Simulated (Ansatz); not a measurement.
**Ta2C monolayer: from the cell to its phonons**

How does Ta2C monolayer vibrate, and is this structure a minimum?

Program: Ansatz 0.2.0. Level of theory: DFT PBEsol, scalar-relativistic, plane waves, PAW; PAW set soft_1. Results are calculated unless marked as measured.

This is a report of a sequence of runs, with most program output left out.

### 1. The starting structure

The cell holds 3 atoms: 1 C and 2 Ta. Cell: a = 3.100 Å, b = 3.100 Å, c = 20.000 Å, α = 90.0°, β = 90.0°, γ = 120.0°. It derives from Ta2C. Vacuum lies along c.

### 2. Relaxation

The cell and atoms are relaxed, since residual forces and stress would shift the frequencies.

The program solves this slab on a cell height of its own, 28.6 Å, in place of the one typed.

Input file input.yaml:

```yaml
crystal:
  lattice:
    - [3.1, 0.0, 0.0]
    - [-1.55, 2.68468, 0.0]
    - [0.0, 0.0, 20.0]
  atoms:
    - { symbol: C, position: [0.0, 0.0, 0.5] }
    - { symbol: Ta, position: [0.333333, 0.666667, 0.56] }
    - { symbol: Ta, position: [0.666667, 0.333333, 0.44] }
  periodic: [true, true, false]
kpoints:
  mp_grid: { grid: [15, 15, 1] }
hamiltonian:
  xc: pbesol
  pseudopotentials: { kind: paw, azcp: { folder: soft_1 }, xc_functional: pbe }
scf:
  occupations: { method: gaussian, width: 0.1 }
output:
  forces: true
  stress: true
  eigenvalues: true
relax:
  adjacent_minimum: "off"
  f_tol: 0.005
  max_steps: 80
  cell: { stress_2d_tol: 0.02 }
```

Launch:

```
$ ansatz run input.yaml --threads 4 --pin off --max-ram 16384MiB --backend cpu --events-out ev --progress --plain --runs-dir out
```

The job ended after 18 s (4 threads of Arm Neoverse V1, shared host; peak memory 0.58 GiB; 67 s of CPU time).

The steps of the relaxation:

```tsv
step	energy less that of the first step (eV)	largest force component (eV/Å)	volume (Å³)
1	0.0000	0.2597	238.02
2	-0.0068	0.2508	226.12
3	-0.0322	0.0278	231.94
4	-0.0323	0.0062	231.66
5	-0.0323	0.0002	231.64
6*	-0.0316	0.0003	231.64
```

Relaxation steps marked * repeat the geometry before them on a plane-wave basis chosen anew for their cell, so energy and pressure can jump there.

The run keeps the 12 symmetry operations that it works with, so distortions that break them were not tested.

```tsv
cell as run	before	after	change
a (Å)	3.100	3.058	-1.4 %
b (Å)	3.100	3.058	-1.4 %
```

The relaxed structure:

```
C Ta
1.0
     3.05815    0.00000    0.00000
    -1.52907    2.64843    0.00000
     0.00000    0.00000   28.60000
C Ta
1 2
Direct
  0.00000 0.00000 0.34965
  0.33333 0.66667 0.39177
  0.66667 0.33333 0.30753
```

Numbers from this step:

| Item | Value |
| --- | --- |
| gap on the k-mesh | 0 eV |
| area per atom | 2.7 Å² |

The relaxation ends with a largest force component of 3.0e-4 eV/Å.

### 3. Relaxing to small forces for the phonons

Phonons need a cell at rest on their own settings, so the relaxation is repeated with tight tolerances on forces and stress, using the mesh and the filling of the phonon run that follows.

input.yaml, the sections that differ from step 2:

```yaml
crystal:
  lattice:
    - [3.0581490808, 0.0, 0.0]
    - [-1.5290745404, 2.6484347926, 0.0]
    - [0.0, 0.0, 28.6]
  atoms:
    - { symbol: C, position: [0.0, 0.0, 0.3496503497] }
    - { symbol: Ta, position: [0.3333333333, 0.6666666667, 0.3917702986] }
    - { symbol: Ta, position: [0.6666666667, 0.3333333333, 0.3075304007] }
  periodic: [true, true, false]
kpoints:
  mp_grid: { grid: [18, 18, 1] }
scf:
  occupations: { method: methfessel_paxton, width: 0.2 }
relax:
  adjacent_minimum: "off"
  f_tol: 0.001
  max_steps: 60
  cell: { stress_2d_tol: 0.002 }
# hamiltonian, output: as in step 2
```

The job ended after 15 s (4 threads; peak memory 0.6 GiB).

Little changed from the start: no atom moved by 0.005 Å and no cell edge by 0.1 %.

Numbers from this step:

```yaml
area_per_atom: 2.699 Å²
```

The largest force component left is 0.15 meV/Å, within the tolerances set.

### 4. Modes at Γ

The zone centre comes first: it holds the modes that light can see, as far as symmetry allows. No field response is asked, since the mesh shows no gap.

input.yaml, the sections that differ from step 3:

```yaml
crystal:
  lattice:
    - [3.0577039365, 0.0, 0.0]
    - [-1.5288519683, 2.6480492863, 0.0]
    - [0.0, 0.0, 28.6]
  atoms:
    - { symbol: C, position: [0.0, 0.0, 0.3496503497] }
    - { symbol: Ta, position: [0.3333333333, 0.6666666667, 0.3917690468] }
    - { symbol: Ta, position: [0.6666666667, 0.3333333333, 0.3075316525] }
  periodic: [true, true, false]
output:
  eigenvalues: true
phonons:
  method: dfpt
# kpoints, hamiltonian, scf: as in step 3
# relax: removed
```

Run time: 1.8 min. Hardware: 4 threads; peak memory 1.5 GiB.

Numbers from this step:

```
sum-rule residual before enforcement                    : 2.22e-5 eV/Å²
point group                                             : -3m
highest optical mode at the zone centre (no LO-TO term) : 681.1 cm⁻¹
lowest optical zone-centre mode                         : 124.8 cm⁻¹
```

Patterns of degenerate modes are one choice out of their space. Modes at Γ, with each element's share of the kinetic energy:

```tsv
mode	frequency (cm⁻¹)	symmetry	C %	Ta %
1	0.0	acoustic	3	97
2	0.0	acoustic	3	97
3	0.0	acoustic	3	97
4	124.8	Eg	0	100
5	124.8	Eg	0	100
6	203.8	A1g	0	100
7	618.7	A2u	97	3
8	681.1	Eu	97	3
9	681.1	Eu	97	3
```

Displacements in mode 4 (124.8 cm⁻¹), the largest set to 1:
```
C1   0.00  0.00  0.00
Ta2  0.10  1.00  0.00
Ta3 -0.10 -1.00  0.00
```

Displacements in mode 7 (618.7 cm⁻¹), the largest set to 1:
```
C1   0.00  0.00  1.00
Ta2  0.00  0.00 -0.03
Ta3  0.00  0.00 -0.03
```

Before it was imposed, the acoustic sum rule was missed by 2.2e-5 eV/Å². Small misses are needed for a sound result but don't prove that mesh and cutoff are converged. The lowest optical mode is real, 125 cm⁻¹.

### 5. Response at finite wavevector

Stability and thermal properties need the whole zone. Linear response on a 6×6×1 q mesh gives force constants as far as a supercell of that size would.

input.yaml, as its differences from that of step 4:

```diff
@@ -21 +21,10 @@
   method: dfpt
+  qmesh: [6, 6, 1]
+  temperatures: { t_max: 1000, t_step: 50 }
+  qpath:
+    path:
+      - [0.0, 0.0, 0.0]
+      - [0.5, 0.0, 0.0]
+      - [0.33333333, 0.33333333, 0.0]
+      - [0.0, 0.0, 0.0]
+    npoints: 10
```

Wall time 25 min (4 threads); peak memory 3.2 GiB.

Numbers from this step:

- sum-rule residual before enforcement: 3.40e-5 eV/Å²
- lowest frequency on the path: 0 cm⁻¹
- highest frequency on the path or at a solved wavevector: 720.7 cm⁻¹
- mean frequency: 319 cm⁻¹
- lowest mode on the q mesh (acoustic modes at Γ apart): 34.94 cm⁻¹
- zero-point energy per atom: 59.29 meV
- heat capacity at 300 K: 19.65 J/(mol atoms K)
- vibrational entropy at 300 K: 26.21 J/(mol atoms K)
- edges of the widest gap between branches, on path and mesh: 203.8, 613.9 cm⁻¹

Frequencies (cm⁻¹) solved at each irreducible wavevector; negative means imaginary. Frequencies by wavevector, by row:

```tsv
q in reciprocal lattice units	star	mode 1	mode 2	mode 3	mode 4	mode 5	mode 6	mode 7	mode 8	mode 9
0 0 0	1	0	0	0	124.8	124.8	203.8	618.7	681.1	681.1
0 0.1667 0	6	34.9	59.7	106.2	126.8	133.7	197.7	631.9	681.9	698.7
0 0.3333 0	6	95.9	119.2	139.3	143.5	164.7	195.2	625.1	682.7	716.3
0 -0.5 0	3	117.1	144.6	147.3	149.2	173.7	198.2	613.9	704.7	720.6
0.1667 0.1667 0	6	75.8	109	129.6	150.2	150.6	194.6	634.2	690.7	703.5
0.1667 0.3333 0	12	113	137.1	142.1	158.3	171.7	195.1	633.1	701.8	717.2
0.3333 0.3333 0	2	109.2	138.7	138.7	169.8	169.8	186.7	652.9	700.9	700.9
```

Interpolated from a 6×6×1 q mesh. Phonon branches along the path, in cm⁻¹:

```tsv
point	branch 1	branch 2	branch 3	branch 4	branch 5	branch 6	branch 7	branch 8	branch 9
Γ	0	0	0	125	125	204	619	681	681
halfway	67	91	131	135	148	196	632	678	709
M	117	145	147	149	174	198	614	705	721
halfway	118	138	146	158	174	194	634	710	711
K	109	139	139	170	170	187	653	701	701
halfway	76	109	130	150	151	195	634	691	704
Γ	0	0	0	125	125	204	619	681	681
```

Tetrahedra on a 24×24×1 mesh, mean over bins of 10 cm-1. Interpolated from a 6×6×1 q mesh. Table of phonon density of states by wavenumber; read off at these points:

wavenumber (cm⁻¹), phonon density of states (1/cm⁻¹/cell) and a bar:
```
        5     0.0027 #
       35     0.0060 ##
       75     0.0109 ###
      105     0.0253 ########
      135     0.0970 ##############################
      145     0.0820 #########################
      175     0.0389 ############
      195     0.0910 ############################
      215     0.0000 
      245     0.0000 
      275     0.0000 
      315     0.0000 
      345     0.0000 
      385     0.0000 
      415     0.0000 
      455     0.0000 
      485     0.0000 
      515     0.0000 
      555     0.0000 
      585     0.0000 
      625     0.0311 ##########
      635     0.0478 ###############
      655     0.0019 #
      695     0.0403 ############
      715     0.0569 ##################
      725     0.0037 #
```

The partial phonon density of states has structure finer than the step of the table below, so its rows give means over 25 cm⁻¹, whole bins alone (the curve runs from -10 to 752 cm⁻¹). Peaks (cm⁻¹: height): C 632.4: 0.0427, 704.3: 0.053; Ta 138.6: 0.096, 196.1: 0.0668.

Phonopy on the run's constants, 21x21x1 mesh, Gaussian sigma 5.4 cm-1. Interpolated from a 6×6×1 q mesh. Partial phonon density of states against wavenumber; means over each step; values in 1/cm⁻¹/cell:

```tsv
wavenumber (cm⁻¹)	C	Ta
25	1.7e-4	0.00482
50	2.5e-4	0.00727
75	3.5e-4	0.0108
100	7.3e-4	0.0228
125	5.8e-4	0.0568
150	4.7e-4	0.0655
175	4.3e-4	0.0320
200	5.0e-5	0.0353
225	0	2.2e-4
250	0	0
275	0	0
300	0	0
325	0	0
350	0	0
375	0	0
400	0	0
425	0	0
450	0	0
475	0	0
500	0	0
525	0	0
550	0	0
575	0	0
600	0.00121	4.3e-5
625	0.0282	0.00108
650	0.00910	3.7e-4
675	0.0148	3.2e-4
700	0.0445	8.9e-4
725	0.0193	3.7e-4
```

Harmonic thermodynamic functions per atom, from the density of states. Interpolated from a 6×6×1 q mesh. Thermodynamic functions, by row:

```tsv
T (K)	F_vib (meV/atom)	S (J/mol-atom/K)	C_V (J/mol-atom/K)
0	59.29	0	0
100	55.82	8.873	11.94
200	41.16	18.83	16.75
300	17.66	26.21	19.65
400	-12.68	32.13	21.42
500	-48.6	37.04	22.49
600	-89.2	41.2	23.15
700	-133.8	44.8	23.58
800	-181.9	47.97	23.88
900	-233.1	50.8	24.09
1000	-287.1	53.34	24.24
```

Symmetry leaves 7 wavevectors to solve. The lowest mode among them, the acoustic zeros apart, lies at q = (0, 0.167, 0) and is real, 34.9 cm⁻¹.

### 6. Isotope substitution

An isotope changes the mass and not the force constants, so no new electronic calculation is needed; the shifts show which modes move this element.

The same force constants with the mass of C changed from 12.011 to 13.003 u (phonopy, no LO-TO term). Both lists are sorted by frequency; levels can cross, so a row need not hold one and the same mode. Modes under 3 cm⁻¹ are left out. Isotope shifts, by row:

```tsv
q	rank	natural mass (cm⁻¹)	changed mass (cm⁻¹)
0 0 0	4	124.8	124.8
0 0 0	5	124.8	124.8
0 0 0	6	203.8	203.8
0 0 0	7	618.7	595.4
0 0 0	8	681.1	655.5
0 0 0	9	681.1	655.5
0 0.1667 0	1	34.95	34.89
0 0.1667 0	2	59.66	59.59
0 0.1667 0	3	106.2	106.2
0 0.1667 0	4	126.8	126.7
0 0.1667 0	5	133.7	133.7
0 0.1667 0	6	197.7	197.7
0 0.1667 0	7	631.9	608.2
0 0.1667 0	8	681.9	656
0 0.1667 0	9	698.7	672.4
0 0.3333 0	1	95.94	95.8
0 0.3333 0	2	119.2	119.1
0 0.3333 0	3	139.3	139.3
0 0.3333 0	4	143.5	143.5
0 0.3333 0	5	164.7	164.6
0 0.3333 0	6	195.2	195.2
0 0.3333 0	7	625.1	601.7
0 0.3333 0	8	682.7	656.6
0 0.3333 0	9	716.3	689.1
0 -0.5 0	1	117.1	116.9
0 -0.5 0	2	144.6	144.6
0 -0.5 0	3	147.3	147.2
0 -0.5 0	4	149.2	149.2
0 -0.5 0	5	173.7	173.6
0 -0.5 0	6	198.2	198.2
0 -0.5 0	7	613.9	590.8
0 -0.5 0	8	704.7	677.7
0 -0.5 0	9	720.6	693.1
```

A mode of this element alone would shift by -3.89 %. The highest zone-centre frequency without the field goes from 681.1 to 655.5 cm⁻¹ (-3.8 %). The product of the frequency ratios over all optical modes at Γ is 0.891; the product rule, (m/m′)^(3k/2) (M′/M)^(3/2) with k = 1 such atoms and M the mass of the cell, gives 0.891.

### 7. Results

| Property | Result |
| --- | --- |
| space group after relaxation (within 0.01 Å) | P-3m1 |
| area per atom | 2.70 Å² |
| electronic character | no gap on this mesh |
| highest optical mode at the zone centre (no LO-TO term) | 681 cm⁻¹ |
| lowest optical zone-centre mode | 125 cm⁻¹ |
| lowest mode on the q mesh (acoustic modes at Γ apart) | 34.9 cm⁻¹ |
| highest frequency on the path or at a solved wavevector | 721 cm⁻¹ |
| zero-point energy per atom | 59.3 meV |
| heat capacity at 300 K | 19.7 J/(mol atoms K) |
| vibrational entropy at 300 K | 26.2 J/(mol atoms K) |
| imaginary modes on the 6×6×1 q mesh | none |

In words: The structure is a minimum as far as tested: no mode is imaginary at the 7 irreducible wavevectors of the 6×6×1 mesh, and the softest away from the acoustic zeros lies at 35 cm⁻¹. The optical modes at Γ span 125 to 681 cm⁻¹. The highest mode in this list at Γ, 681.1 cm⁻¹, is mostly motion of C (97 % of the kinetic energy). On the path and the mesh, the widest gap between branches runs from 204 to 614 cm⁻¹. With no gap, or one that is small against the smearing, the frequencies hang on the k mesh and the smearing, most of all near Kohn anomalies. In a sheet or slab the interpolated bending branch near Γ is rough, since the rotational sum rule isn't imposed. Spin-orbit coupling is left out, which can matter for the heavy elements here. The PAW files were made for PBE and serve the other functionals too. A phonon run warned that its eigensolver left some bands unconverged in a pass. The starting cell was built on a prototype and not taken from a measurement. These are harmonic frequencies at zero temperature: anharmonic shifts, linewidths and thermal expansion are left out.

[Logs are printed without paths, hosts, clocks, repeated set-up lines and the standing remarks that a program may print on its own settings, such as how far it seeks lower states.]

[Hosts, paths, dates, database ids (printed as entryN), source tags and the programs' standing remarks are cut or masked in the printed files.]
